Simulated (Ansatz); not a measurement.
# Cs on Au(111): change of the work function, part 3 of 3

Aim: the work function of Au(111) at several coverages of Cs (fcc site), and the dipole that each adsorbate carries.

Ansatz 0.2.0; plane-wave DFT, PBE, Ansatz PAW.

So far, work function, upper face (eV): step 2 (the clean slab) 5.16; step 3 (37 atoms, coverage 0.111 ML, cell 3x3) 1.92.

## 4. Adsorbate added, k-mesh 6×6×1, coverage 0.25 ML

System of this step: Cs/Au(111). The cell holds 17 atoms: 16 Au and 1 Cs. Its edges and angles: a = 5.770 Å, b = 5.770 Å, c = 28.834 Å, α = 90.0°, β = 90.0°, γ = 60.0°. Vacuum lies along c.

Another coverage, to see how the dipoles act on each other as their distance changes.

Input file input.yaml:

```yaml
crystal:
  lattice:
    - [5.7699913344, 0.0, 0.0]
    - [2.8849956672, 4.9969590752, 0.0]
    - [0.0, 0.0, 28.8339810554]
  atoms:
    - { symbol: Au, position: [0.0, 0.0, 0.3121317165] }
    - { symbol: Au, position: [0.1666666667, 0.1666666667, 0.393826613] }
    - { symbol: Au, position: [0.3333333333, 0.3333333333, 0.47834514] }
    - { symbol: Au, position: [0.0, 0.0, 0.5650308724] }
    - { symbol: Au, position: [0.0, 0.5, 0.3121317165] }
    - { symbol: Au, position: [0.1666666667, 0.6666666667, 0.393826613] }
    - { symbol: Au, position: [0.3333333333, 0.8333333333, 0.47834514] }
    - { symbol: Au, position: [0.0, 0.5, 0.5650308724] }
    - { symbol: Au, position: [0.5, 0.0, 0.3121317165] }
    - { symbol: Au, position: [0.6666666667, 0.1666666667, 0.393826613] }
    - { symbol: Au, position: [0.8333333333, 0.3333333333, 0.47834514] }
    - { symbol: Au, position: [0.5, 0.0, 0.5650308724] }
    - { symbol: Au, position: [0.5, 0.5, 0.3121317165] }
    - { symbol: Au, position: [0.6666666667, 0.6666666667, 0.393826613] }
    - { symbol: Au, position: [0.8333333333, 0.8333333333, 0.47834514] }
    - { symbol: Au, position: [0.5, 0.5, 0.5650308724] }
    - { symbol: Cs, position: [0.1666666667, 0.1666666667, 0.6878682835] }
kpoints:
  mp_grid: { grid: [6, 6, 1] }
hamiltonian:
  xc: pbe
scf:
  occupations: { method: fermi_dirac, width: 0.1 }
  convergence: { dr2_threshold: 1.0e-08 }
efield:
  axis: 3
  dipole_correction: true
  ramp_position: 0.97
  ramp_width: 0.06
relax:
  f_tol: 0.02
  max_steps: 60
  constraints: [{ sites: [0, 1, 4, 5, 8, 9, 12, 13] }]
output:
  dos: { projected: true, e_range: [-8, 4] }
  write_potential: true
  write_density: true
  volumetric_format: npy
  elf: true
```

Started as:

```console
ansatz run input.yaml --threads 4 --pin off --max-ram 16384MiB --backend cpu --events-out ev --progress --plain --runs-dir out
```

Log:

```text
[...]
Crystal: 17 atoms, lattice volume = 831.353 Å³
Basis set: ecut = 420 eV, 16309 PW (Γ), exchange–correlation on 80×80×400 points (8 copies of the dense FFT grid, shifted against one another)
Bands: 188, of which v1, the nominal top of the filled ones, is band 157 counted from 1 (156 counted from 0)
Symmetry: 6 space group operations
[...]
k-points: 7 of 36 (time reversal used)
[...]
SCF iter   1: F=—  HF=-216058.608525 eV  |F-HF|=—  |Δ(HF+E_count)|=         —  Δρ=2.84e-3  dr2=2.14e0  ethr=1.77e-3  p=0.476 e·Å  D=1.04e-1 V/Å  ΔV_dip=-2.99 eV  dr2_dipole=2.02e-1  V_vac-E_F(+/−)=1.65/4.64 eV  ⟨swp⟩=7.0  Hψ=5349  notcnv=0  defer=66
[...]
SCF iter  11: F=-216058.543416 eV  HF=-216058.543416 eV  |F-HF|=5.30e-9  |Δ(HF+E_count)|=   1.03e-8  Δρ=4.05e-7  dr2=7.38e-9  ethr=3.19e-12  p=0.491 e·Å  D=1.07e-1 V/Å  ΔV_dip=-3.08 eV  dr2_dipole=9.89e-10  V_vac-E_F(+/−)=2.05/5.13 eV  ⟨swp⟩=16.1  Hψ=10045  notcnv=0
SCF 1 converged in 11 iterations: F = -216058.543416 eV  dr2 = 7.38e-9
[...]
relax step   1: F+E_penalty+E_count = -216058.54341627 eV  Δ(F+E_penalty+E_count) = +0.000e0 eV  max|allowed force component| = 5.459e-1 eV/Å  Δτ_max = 0.0000 Å  (11 SCF iters, accepted)
[...]
SCF iter  10: F=-216058.602398 eV  HF=-216058.602398 eV  |F-HF|=1.95e-9  |Δ(HF+E_count)|=   1.08e-8  Δρ=3.63e-7  dr2=2.59e-9  ethr=2.84e-12  p=0.500 e·Å  D=1.09e-1 V/Å  ΔV_dip=-3.14 eV  dr2_dipole=4.20e-10  V_vac-E_F(+/−)=2.00/5.14 eV  ⟨swp⟩=14.1  Hψ=8914  notcnv=0
SCF 2 converged in 10 iterations: F = -216058.602398 eV  dr2 = 2.59e-9
relax step   2: F+E_penalty+E_count = -216058.60239811 eV  Δ(F+E_penalty+E_count) = -5.898e-2 eV  max|allowed force component| = 5.265e-1 eV/Å  Δτ_max = 0.1017 Å  (10 SCF iters, accepted)
SCF iter   1: F=—  HF=-216058.705400 eV  |F-HF|=—  |Δ(HF+E_count)|=         —  Δρ=1.25e-3  dr2=2.20e-2  ethr=2.07e-4  p=0.500 e·Å  D=1.09e-1 V/Å  ΔV_dip=-3.14 eV  dr2_dipole=6.28e-3  V_vac-E_F(+/−)=2.01/5.16 eV  ⟨swp⟩=4.7  Hψ=3046  notcnv=0  defer=89
[...]
SCF iter  10: F=-216058.701931 eV  HF=-216058.701931 eV  |F-HF|=2.04e-10  |Δ(HF+E_count)|=   3.06e-9  Δρ=1.78e-7  dr2=1.21e-9  ethr=3.19e-12  p=0.524 e·Å  D=1.14e-1 V/Å  ΔV_dip=-3.29 eV  dr2_dipole=3.72e-10  V_vac-E_F(+/−)=1.87/5.16 eV  ⟨swp⟩=13.7  Hψ=8762  notcnv=0
SCF 3 converged in 10 iterations: F = -216058.701931 eV  dr2 = 1.21e-9
relax step   3: F+E_penalty+E_count = -216058.70193149 eV  Δ(F+E_penalty+E_count) = -9.953e-2 eV  max|allowed force component| = 3.280e-1 eV/Å  Δτ_max = 0.1967 Å  (10 SCF iters, accepted)
[...]
relax step   4: F+E_penalty+E_count = -216058.74015958 eV  Δ(F+E_penalty+E_count) = -3.823e-2 eV  max|allowed force component| = 6.234e-2 eV/Å  Δτ_max = 0.1965 Å  (11 SCF iters, accepted)
SCF iter   1: F=—  HF=-216058.748741 eV  |F-HF|=—  |Δ(HF+E_count)|=         —  Δρ=1.23e-3  dr2=1.22e-2  ethr=1.53e-5  p=0.551 e·Å  D=1.20e-1 V/Å  ΔV_dip=-3.46 eV  dr2_dipole=9.36e-4  V_vac-E_F(+/−)=1.70/5.16 eV  ⟨swp⟩=4.7  Hψ=3539  notcnv=0  defer=98
[...]
SCF iter  10: F=-216058.745158 eV  HF=-216058.745158 eV  |F-HF|=8.73e-11  |Δ(HF+E_count)|=   4.13e-9  Δρ=2.67e-7  dr2=2.71e-9  ethr=3.19e-12  p=0.553 e·Å  D=1.20e-1 V/Å  ΔV_dip=-3.47 eV  dr2_dipole=6.78e-10  V_vac-E_F(+/−)=1.69/5.16 eV  ⟨swp⟩=13.6  Hψ=8509  notcnv=0
SCF 5 converged in 10 iterations: F = -216058.745158 eV  dr2 = 2.71e-9
relax step   5: F+E_penalty+E_count = -216058.74515823 eV  Δ(F+E_penalty+E_count) = -4.999e-3 eV  max|allowed force component| = 8.784e-3 eV/Å  Δτ_max = 0.0463 Å  (10 SCF iters, accepted)
[...]
SCF converged after 10 iterations
Free energy (F): -216058.745158 eV
[...]
Internal energy: -216058.433048 eV  (E = F + TS)
E sigma→0 (E₀):  -216058.589103 eV
Entropy (-TS):   -0.312110 eV (-18.359 meV/atom)
Fermi energy:    5.128498 eV
Dipole field:    D = 0.120244 V/Å  (p = 0.552443 e·Å, saw-weighted, corrected)
Work function:   Φ+ = 1.6894 eV   Φ− = 5.1566 eV
[...]
--- Forces (eV/Å), atoms counted from 1 ---
  atom   1  Au     0.00779940     0.00450299    -0.49672576
  atom   2  Au    -0.00000000     0.00000000     0.51557378
  atom   3  Au     0.00302998     0.00174936    -0.00154630
  atom   4  Au     0.00073150     0.00042233    -0.00878359
  atom   5  Au     0.00000000    -0.00900597    -0.49672576
  atom   6  Au     0.03494927    -0.02017797     0.49904961
  atom   7  Au    -0.00000000    -0.00349872    -0.00154630
  atom   8  Au     0.00000000    -0.00084467    -0.00878359
  atom   9  Au    -0.00779940     0.00450299    -0.49672576
  atom  10  Au     0.00000000     0.04035595     0.49904961
  atom  11  Au    -0.00302998     0.00174936    -0.00154630
  atom  12  Au    -0.00073150     0.00042233    -0.00878359
  atom  13  Au    -0.00000000     0.00000000    -0.50472590
  atom  14  Au    -0.03494927    -0.02017797     0.49904961
  atom  15  Au    -0.00000000     0.00000000     0.00766635
  atom  16  Au     0.00000000    -0.00000000    -0.00055263
  atom  17  Cs     0.00000000     0.00000000     0.00593295
  max |Σ_I F_I| component: 1.24e-4 eV/Å
--- Band table (eV; the first three rows and the last of 7) ---
  k-point 0: bands = [... 153 lower, 5.0905, 5.0977, 5.0977, 5.3957, 6.0031, 6.0349, 6.0349, 6.3311, ... 27 higher]
  k-point 1: bands = [... 153 lower, 4.2178, 5.1155, 5.1253, 5.1352, 5.3815, 5.6087, 5.6554, 5.7548, ... 27 higher]
  k-point 2: bands = [... 153 lower, 4.1564, 4.6305, 5.1325, 5.1337, 5.6103, 5.6234, 5.7112, 6.2462, ... 27 higher]
  k-point 6: bands = [... 153 lower, 3.0061, 3.9317, 3.9459, 4.0274, 5.7847, 5.8408, 5.8836, 6.6785, ... 27 higher]
--- Relaxed structure (5 steps of the walk, 5 accepted, 0 SCFs on fresh bases) ---
  F+E_penalty+E_count = -216058.74515823 eV   max|allowed force component| = 8.784e-3 eV/Å
  atoms:
    - { symbol: Au, position: [-1.795949e-17, -1.795949e-17, 0.312132] }
    - { symbol: Au, position: [0.166667, 0.166667, 0.393826613] }
    - { symbol: Au, position: [0.333772, 0.333772, 0.479190] }
    - { symbol: Au, position: [-0.00132467, -0.00132467, 0.566423] }
    - { symbol: Au, position: [2.775558e-17, 0.500000, 0.312132] }
    - { symbol: Au, position: [0.166667, 0.666667, 0.393826613] }
    - { symbol: Au, position: [0.333772, 0.832455, 0.479190] }
    - { symbol: Au, position: [-0.00132467, 0.502649, 0.566423] }
    - { symbol: Au, position: [0.500000, -1.795949e-17, 0.312132] }
    - { symbol: Au, position: [0.666667, 0.166667, 0.393826613] }
    - { symbol: Au, position: [0.832455, 0.333772, 0.479190] }
    - { symbol: Au, position: [0.502649, -0.00132467, 0.566423] }
    - { symbol: Au, position: [0.500000, 0.500000, 0.312132] }
    - { symbol: Au, position: [0.666667, 0.666667, 0.393826613] }
    - { symbol: Au, position: [0.833333, 0.833333, 0.477788] }
    - { symbol: Au, position: [0.500000, 0.500000, 0.571997] }
    - { symbol: Cs, position: [0.166667, 0.166667, 0.671359] }
```

Run time: 3.6 min. Hardware: 4 threads of Arm Neoverse V1, shared host; peak memory 3.6 GiB.

Relaxation path:

```csv
step,energy less that of the first step (eV),largest force component (eV/Å)
1,0.0000,0.5459
2,-0.0590,0.5264
3,-0.1585,0.3280
4,-0.1967,0.0623
5,-0.2017,0.0088
```

The run keeps the 6 symmetry operations that the program found, so distortions that break them were not tested.

The atoms that moved most (Å):

```csv
atom,dx,dy,dz,length
Cs17,0.000,0.000,-0.476,0.476
Au16,0.000,0.000,0.201,0.201
Au4,-0.011,-0.007,0.040,0.042
Au8,0.000,0.013,0.040,0.042
Au12,0.011,-0.007,0.040,0.042
Au11,-0.004,0.002,0.024,0.025
Au7,0.000,-0.004,0.024,0.025
Au3,0.004,0.002,0.024,0.025
```

The relaxed structure:

```xyz
17
Lattice="5.7700 0.0000 0.0000 2.8850 4.9970 0.0000 0.0000 0.0000 28.8340" Properties=species:S:1:pos:R:3
Au    0.0000    0.0000    9.0000
Au    1.4425    0.8328   11.3556
Au    2.8888    1.6678   13.8170
Au   -0.0115   -0.0066   16.3322
Au    1.4425    2.4985    9.0000
Au    2.8850    3.3313   11.3556
Au    4.3275    4.1597   13.8170
Au    1.4425    2.5117   16.3322
Au    2.8850    0.0000    9.0000
Au    4.3275    0.8328   11.3556
Au    5.7662    1.6678   13.8170
Au    2.8965   -0.0066   16.3322
Au    4.3275    2.4985    9.0000
Au    5.7700    3.3313   11.3556
Au    7.2125    4.1641   13.7765
Au    4.3275    2.4985   16.4930
Cs    1.4425    0.8328   19.3580
```

Numbers from this step:

```
energy at zero smearing        : -216058.5891 eV
work function, upper face      : 1.689 eV
work function, lower face      : 5.157 eV
dipole along the normal        : 0.5524 e·Å
step between the vacuum levels : -3.467 eV
```

Running mean over 2.356 Å of the planar mean; the ramp of the sawtooth is left out. Table of electron's electrostatic potential energy less the Fermi level by z:

z (Å), electron's electrostatic potential energy less the Fermi level (eV) and a bar from the least value:
```
        4       5.16 ##############################
        5       5.15 ##############################
        6       5.09 ##############################
        7       4.08 ############################
        8      -3.40 ###########
        9      -8.24 #
       10      -8.61 
       11      -8.69 
       12      -8.16 #
       13      -7.96 ##
       14      -8.38 #
       15      -6.74 ####
       16      -7.99 ##
       17      -6.75 ####
       18      -0.73 #################
       19      -1.00 #################
       20      -1.37 ################
       21       0.30 ###################
       22       1.33 ######################
       23       1.57 ######################
       24       1.65 ######################
       25       1.68 ######################
```

The density of states has structure finer than the step of the table below, so its rows give means over 0.5 eV. Peaks (eV: height): -4.69: 56.4, -4.54: 60.7, -4.15: 64.3, -4.03: 63.5, -3.52: 61.4, -2.26: 59.0, -2.05: 54.7.

Table of density of states by energy, zero at the Fermi level; means over each step:

energy (eV), density of states (states/eV a cell) and a bar:
```
     -7.5        2.7 
     -7.0        5.2 ##
     -6.5       14.1 ########
     -6.0       29.2 ####################
     -5.5       24.2 ################
     -5.0       28.1 ###################
     -4.5       36.9 #########################
     -4.0       43.3 ##############################
     -3.5       36.1 #########################
     -3.0       39.4 ###########################
     -2.5       37.6 ##########################
     -2.0       35.2 ########################
     -1.5        7.9 ####
     -1.0        6.2 ###
     -0.5        3.3 
      0.0        7.9 ####
      0.5        6.8 ###
      1.0        4.3 #
      1.5       10.7 ######
```

Projected DOS per atom over height of the atomic layer and energy from the Fermi level. Layers: Au4 Au4 Au4 Au4 Cs from below.

Values in states/eV, 22 rows by 5 columns, each cell a mean:
```
0.27 0.28 0.29 0.21 0.44
0.17 0.19 0.19 0.15 0.31
0.16 0.20 0.17 0.15 0.93
0.24 0.19 0.17 0.28 0.60
0.40 0.38 0.41 0.34 0.50
0.17 0.17 0.17 0.16 0.21
0.39 0.26 0.29 0.42 0.15
0.42 0.38 0.37 0.27 0.12
1.93 2.04 1.79 1.14 0.09
2.60 2.36 2.30 2.26 0.04
2.82 1.86 2.21 3.31 0.09
2.28 1.45 2.21 2.88 0.08
2.39 1.39 1.58 2.43 0.06
3.12 2.69 2.54 3.24 0.04
1.93 2.34 2.38 2.18 0.02
1.40 1.58 2.04 1.76 0.01
1.13 1.48 1.59 1.35 0.01
1.65 2.56 1.92 1.46 0.03
0.76 1.57 1.24 0.46 0.03
0.39 0.78 0.50 0.29 0.03
0.14 0.22 0.20 0.11 0.02
0.12 0.22 0.20 0.09 0.02
```
Columns: height of the atomic layer (Å) from 9 to 19.4 (not evenly spaced); rows upwards: energy from the Fermi level (eV) from -7.96 to 1.95.

ELF in the ca plane at fractional y = 0.167, with atoms of Au and Cs within 0.2 Å of it. It is the smooth field of the valence electrons, not physical close to the nuclei.

Ten even steps from '0' (0.01) to '9' (0.88), each cell a mean:
```
21122221234442123444321148987520000011100000
21122221234442123444321002443100000111100000
22244432223332112333221000000000001111100000
22456652222221112222221100000000011111100000
22468753222211111222211100000000011111100000
22467653222221111222211100000000011111100000
22355542222222112232221000000000001111100000
21233321223432123343321001121000000111100000
21122221234442123444321025775310000011100000
21233321223432123343321279999731000011100000
22355542222222112222211599899962000001100000
22467653222221111222212795149973000001100000
22468753222211111222112893028973100001100000
22456652222221112222211797579973000001100000
22244432223332112333211389999851000001100000
```
Columns run along c (16.0 Å, from fractional 0.34 to 0.90 of the cell), rows up along a (5.8 Å). Atoms in or near the plane, at fractional coordinates: Au at (0.39, 0.17), Au at (0.39, 0.67), Cs at (0.67, 0.17).

Valence density in the ca plane at fractional y = 0.167, with atoms of Au and Cs within 0.2 Å of it. It is the smooth field of the valence electrons, not physical close to the nuclei.

Values in units of 1e0 e/Å³, 8 rows by 16 columns, each cell a mean:
```
0.3 0.3 0.2 0.7 1.1 0.3 1.3 0.4 0.1 0.2 0.1 0.0 0.0 0.0 0.0 0.0
0.4 2.9 1.0 0.4 0.5 0.2 0.5 0.2 0.0 0.0 0.0 0.0 0.0 0.0 0.0 0.0
0.7 9.7 3.2 0.2 0.2 0.1 0.2 0.1 0.0 0.0 0.0 0.0 0.0 0.0 0.0 0.0
0.4 3.3 1.1 0.3 0.4 0.2 0.5 0.2 0.0 0.0 0.0 0.0 0.0 0.0 0.0 0.0
0.3 0.3 0.2 0.7 1.1 0.3 1.3 0.4 0.1 0.2 0.1 0.0 0.0 0.0 0.0 0.0
0.4 2.9 1.0 0.4 0.5 0.2 0.5 0.2 0.3 0.9 0.5 0.0 0.0 0.0 0.0 0.0
0.7 9.7 3.2 0.2 0.2 0.1 0.2 0.1 0.5 0.6 0.8 0.1 0.0 0.0 0.0 0.0
0.4 3.4 1.2 0.3 0.4 0.2 0.5 0.2 0.3 0.9 0.6 0.0 0.0 0.0 0.0 0.0
```
Columns run along c (16.0 Å, from fractional 0.34 to 0.90 of the cell), rows up along a (5.8 Å). Atoms in or near the plane, at fractional coordinates: Au at (0.39, 0.17), Au at (0.39, 0.67), Cs at (0.67, 0.17).

Electrostatic potential energy in the ca plane at fractional y = 0.167, with atoms of Au and Cs within 0.2 Å of it. With pseudopotentials it is smooth inside the atoms' cores, unlike the true potential.

Ten even steps from '0' (-38 eV) to '9' (9 eV), each cell a mean:
```
89998899975458997546899988788999999999999999
89988899975458997546899999999999999999999999
99854479987679998778999999999999999999999999
98500038999899999999999999999999999999999999
98300017999999999999999999999999999999999999
98300017999999999999999999999999999999999999
98631258998889999888999999999999999999999999
89877789986568998657999999999999999999999999
89998999975358997546899998888999999999999999
89877789986568998657999976567899999999999999
98631158998889999888999853335789999999999999
98300017999999999999999634443689999999999999
98200017999999999999998634443689999999999999
98500038999899999999999743434789999999999999
99854579987779998778999864446899999999999999
```
Columns run along c (16.0 Å, from fractional 0.34 to 0.90 of the cell; values clipped at the 3rd and 97th percentile), rows up along a (5.8 Å). Atoms in or near the plane, at fractional coordinates: Au at (0.39, 0.17), Au at (0.39, 0.67), Cs at (0.67, 0.17).

The relaxation took 5 steps and lowered the energy by 0.20 eV; the largest force on the free atoms ends at 0.0088 eV/Å.

By hand: a sheet of dipoles makes a step −p/(ε₀A) in the electron's potential. With e/ε₀ = 180.95 V·Å, p = 0.5524 e·Å and A = 28.83 Å², that is −180.95 × (0.5524) / 28.83 = -3.467 eV, and the two vacuum levels of the run differ by -3.467 eV.

The covered face has 1.69 eV, -3.47 eV against the clean one; the bare back face has moved by +0.07 eV, a measure of how thin the slab is.

## 5. Work function against coverage

This step: plane-wave DFT, PBE, Ansatz PAW; work function against coverage (Ansatz 0.2.0).

The runs are now put side by side.

This step gave:

| Quantity | Value |
| --- | --- |
| work function of the clean face | 5.161 eV |
| largest change of the work function | -3.472 eV |

Work function of the covered face against coverage:

```csv
coverage (adsorbates/nm²),work function of the covered face (eV)
0.00,5.16
1.54,1.92
3.47,1.69
```

The dipole per adsorbate comes from the change of the cell's dipole. Coverage, by row:

```csv
coverage (1/nm²),coverage (ML),work function (eV),change (eV),"dipole per adsorbate, positive end outwards (debye)",mean height of the added atoms over the highest substrate atom (Å)
1.541,0.1111,1.918,-3.243,5.606,2.97
3.468,0.25,1.689,-3.472,2.708,2.865
```

## 6. What came out

- work function of the clean face: 5.16 eV
- work function at 0.11 ML: 1.92 eV
- work function at 0.25 ML: 1.69 eV
- dipole per adsorbate at 0.11 ML, positive end outwards: 5.61 D

Cs lowers the work function of Au(111) at the lowest coverage, by 3.24 eV: the adsorbate layer has its positive end outwards. The slab has 4 layers, at the tabulated experimental lattice constant, one starting site was run, and quantum-size effects of a slab this thin can reach one or two tenths of an eV.

[Long decimals in the printed logs are rounded to 6 places.]

[Logs are printed without paths, hosts, clocks, repeated set-up lines and the standing remarks that a program may print on its own settings, such as how far it seeks lower states.]

[Hosts, paths, dates, database ids (printed as entryN), source tags and the programs' standing remarks are cut or masked in the printed files.]

[Maps of the electrostatic potential energy from Ansatz leave out the sawtooth potential of an applied field or a dipole correction, so their vacuum need not be flat; planar profiles and work functions include it.]

[The density of states shown here was stored with 400 of the rows of the run's finer table, so its peaks can read low, often by over a quarter, or be missed, and its means over a window can be off by a tenth or more.]
